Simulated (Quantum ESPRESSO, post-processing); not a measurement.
# Co(0001), stepped through the number of layers, part 2 of 2

Wanted: a table for Co(0001) against the number of layers, and what can be fitted to it.

Quantum ESPRESSO 7.5; plane-wave DFT, PBE, GBRV ultrasoft pseudopotentials.

So far. Step 8 (Relaxation with pw.x, 10 layers): The relaxation lowers the energy by 2 meV an atom. On the free atoms the largest force ends at 0.008 eV/Å. Step 9 (Self-consistent run, 10 layers): Inside the slab this potential holds the local part of the pseudopotentials, which can be repulsive at the nuclei; only its value in the vacuum has a meaning of its own.

## (10) Relaxing the ions, 12 layers

System of this step: Co(0001), 12 layers. The cell holds 12 atoms: 12 Co. Cell: a = 2.491 Å, b = 2.491 Å, c = 38.024 Å, α = 90.0°, β = 90.0°, γ = 60.0°. It derives from Co. Vacuum lies along c.

File m7.relax.in:

```
&control
  prefix = 'm7.relax'
  outdir = './out'
  pseudo_dir = './pseudo'
  nstep = 40
  forc_conv_thr = 0.001
  calculation = 'relax'
/
&system
  ibrav = 0
  nat = 12
  ntyp = 1
  ecutwfc = 40
  ecutrho = 200
  occupations = 'smearing'
  smearing = 'mv'
  degauss = 0.02
  nspin = 2
  starting_magnetization(1) = 0.28
/
&electrons
  conv_thr = 1e-08
  mixing_beta = 0.4
  electron_maxstep = 120
  mixing_mode = 'local-TF'
/
&ions
/
ATOMIC_SPECIES
  Co  58.9332  co_pbe_v1.2.uspp.F.UPF
CELL_PARAMETERS angstrom
  2.49074828400000 0.00000000000000 0.00000000000000
  1.24537414200000 2.15705128837650 0.00000000000000
  0.00000000000000 0.00000000000000 38.02444761763361
ATOMIC_POSITIONS crystal
  Co  0.666666666700 0.666666666700 0.208378319174
  Co  0.000000000000 0.000000000000 0.261400442960
  Co  0.666666666700 0.666666666700 0.314422566747 0 0 0
  Co  0.000000000000 0.000000000000 0.367444690533 0 0 0
  Co  0.666666666700 0.666666666700 0.420466814320 0 0 0
  Co  0.000000000000 0.000000000000 0.473488938107 0 0 0
  Co  0.666666666700 0.666666666700 0.526511061893 0 0 0
  Co  0.000000000000 0.000000000000 0.579533185680 0 0 0
  Co  0.666666666700 0.666666666700 0.632555309467 0 0 0
  Co  0.000000000000 0.000000000000 0.685577433253 0 0 0
  Co  0.666666666700 0.666666666700 0.738599557040
  Co  0.000000000000 0.000000000000 0.791621680826
K_POINTS automatic
  12 12 1 0 0 0
```

Command:

```
$ OMP_NUM_THREADS=1 mpirun -n 4 pw.x -nk 4 -in m7.relax.in > m7.relax.out
```

Run time: 56 min. Hardware: 4 MPI ranks of Arm Neoverse N1, shared host; peak memory 1.1 GiB; 3.7 h of CPU time.

Relaxation path:

| step | energy less that of the first step (eV) | largest force (eV/Å) |
| --- | --- | --- |
| 1 | 0.0000 | 0.4056 |
| 2 | -0.0093 | 0.3129 |
| 3 | -0.0169 | 0.2048 |
| 4 | -0.0222 | 0.0304 |
| 5 | -0.0224 | 0.0061 |

The atoms that moved most (Å):

| atom | dx | dy | dz | length |
| --- | --- | --- | --- | --- |
| Co2 | 0.000 | 0.000 | -0.034 | 0.034 |
| Co11 | 0.000 | 0.000 | 0.034 | 0.034 |
| Co12 | 0.000 | 0.000 | -0.026 | 0.026 |
| Co1 | 0.000 | 0.000 | 0.026 | 0.026 |

Final coordinates:

```cif
data_structure
_symmetry_space_group_name_H-M 'P 1'
_symmetry_Int_Tables_number 1
_cell_length_a 2.4907
_cell_length_b 2.4907
_cell_length_c 38.0244
_cell_angle_alpha 90.000
_cell_angle_beta 90.000
_cell_angle_gamma 60.000
_cell_volume 204.29
loop_
_atom_site_label
_atom_site_type_symbol
_atom_site_fract_x
_atom_site_fract_y
_atom_site_fract_z
_atom_site_occupancy
Co1 Co 0.66667 0.66667 0.20906 1
Co2 Co 0.00000 0.00000 0.26052 1
Co3 Co 0.66667 0.66667 0.31442 1
Co4 Co 0.00000 0.00000 0.36744 1
Co5 Co 0.66667 0.66667 0.42047 1
Co6 Co 0.00000 0.00000 0.47349 1
Co7 Co 0.66667 0.66667 0.52651 1
Co8 Co 0.00000 0.00000 0.57953 1
Co9 Co 0.66667 0.66667 0.63256 1
Co10 Co 0.00000 0.00000 0.68558 1
Co11 Co 0.66667 0.66667 0.73948 1
Co12 Co 0.00000 0.00000 0.79094 1
```

The relaxation lowers the energy by 2 meV an atom. On the free atoms the largest force ends at 0.006 eV/Å.

Read from the output:

```
free energy            : -48732.3242 eV
Fermi energy           : 10.03 eV
magnetization          : 20.28 μB
absolute magnetization : 22.45 μB
```

## (11) SCF with pw.x, 12 layers

File m7.esm.in:

```
&control
  prefix = 'm7.esm'
  outdir = './out'
  pseudo_dir = './pseudo'
  calculation = 'scf'
  tprnfor = .true.
/
&system
  ibrav = 0
  nat = 12
  ntyp = 1
  ecutwfc = 40
  ecutrho = 200
  occupations = 'smearing'
  smearing = 'mv'
  degauss = 0.02
  assume_isolated = 'esm'
  esm_bc = 'bc1'
  nspin = 2
  starting_magnetization(1) = 0.28
/
&electrons
  conv_thr = 1e-08
  mixing_beta = 0.25
  electron_maxstep = 160
  mixing_mode = 'local-TF'
  mixing_ndim = 12
/
ATOMIC_SPECIES
  Co  58.9332  co_pbe_v1.2.uspp.F.UPF
CELL_PARAMETERS angstrom
  2.49074828400000 0.00000000000000 0.00000000000000
  1.24537414200000 2.15705128837650 0.00000000000000
  0.00000000000000 0.00000000000000 38.02444761763361
ATOMIC_POSITIONS crystal
  Co  0.666666666700 0.666666666700 -0.290935982900
  Co  0.000000000000 0.000000000000 -0.239484238000
  Co  0.666666666700 0.666666666700 -0.185577433300
  Co  0.000000000000 0.000000000000 -0.132555309500
  Co  0.666666666700 0.666666666700 -0.079533185700
  Co  0.000000000000 0.000000000000 -0.026511061900
  Co  0.666666666700 0.666666666700 0.026511061900
  Co  0.000000000000 0.000000000000 0.079533185700
  Co  0.666666666700 0.666666666700 0.132555309500
  Co  0.000000000000 0.000000000000 0.185577433300
  Co  0.666666666700 0.666666666700 0.239484238000
  Co  0.000000000000 0.000000000000 0.290935982900
K_POINTS automatic
  12 12 1 0 0 0
```

Command:

```
$ OMP_NUM_THREADS=1 mpirun -n 4 pw.x -nk 4 -in m7.esm.in > m7.esm.out
```

The job ended after 32 min (4 MPI ranks; peak memory 1.2 GiB; 2.1 h of CPU time).

This step gave:

| Item | Value |
| --- | --- |
| Fermi energy | -4.986 eV |
| vacuum line at the lower end of the cell, over the Fermi level | 4.986 eV |
| vacuum line at the upper end of the cell, over the Fermi level | 4.986 eV |

Inside the slab this potential holds the local part of the pseudopotentials, which can be repulsive at the nuclei; only its value in the vacuum has a meaning of its own.

## (12) The series side by side

The series in one table:

| the number of layers | energy (eV) | work function (eV) | moment (μB) |
| --- | --- | --- | --- |
| 4 layers | -16243.1623 | 5.01 | 6.86 |
| 5 layers | -20304.3023 | 4.985 | 8.69 |
| 6 layers | -24365.4457 | 4.971 | 10.18 |
| 7 layers | -28426.5968 | 4.992 | 12.02 |
| 8 layers | -32487.7422 | 4.982 | 13.56 |
| 9 layers | -36548.8881 | 5.007 | 15.38 |
| 10 layers | -40610.0310 | 4.983 | 16.9 |
| 12 layers | -48732.3242 | 4.986 | 20.28 |

## (13) Worked from the printed numbers

γ = intercept/(2A) = 1.4277 eV / (2 × 5.373 Å²) × 16.02 = 2.13 J/m².

## (14) Outcome

```json
{
 "surface energy from the intercept": "2.13 J/m²",
 "work function at 12 layers": "4.99 eV"
}
```

In words: The series holds 8 members; surface energy from the intercept: 2.13 J/m²; work function at 12 layers: 4.99 eV (PBE, GBRV ultrasoft). A line through the energies of all but the thinnest slab has a slope of -4061.1460 eV a layer and leaves residuals that spread over 5 meV, worth 0.01 J/m². The bulk run gives -4061.1476 eV a layer, -1.6 meV from that slope; used for the thickest slab it would give 2.16 J/m². The work function spans 4.97 to 5.01 eV and over the last three members 0.02 eV. Unreconstructed faces. One mesh, so part of the swing with thickness is sampling.

Calculation against experiment:

| quantity | measured | PBE, 12 layers |
| --- | --- | --- |
| work function, loosely compared (polycrystalline sample, no single face) (eV) | 5 | 4.99 (-0.01 eV) |

Measured values from arxiv:1902.07811 (2019).

How well it matches: The work function, set beside that of the polycrystal, is off by -0.01 eV. A polycrystal averages over faces, so this is a loose comparison.

[Logs are printed without paths, hosts, clocks, repeated set-up lines and the standing remarks that a program may print on its own settings, such as how far it seeks lower states.]

[Hosts, paths, dates, database ids (printed as entryN), source tags and the programs' standing remarks are cut or masked in the printed files.]

[Maps of the electrostatic potential energy from Ansatz leave out the sawtooth potential of an applied field or a dipole correction, so their vacuum need not be flat; planar profiles and work functions include it.]
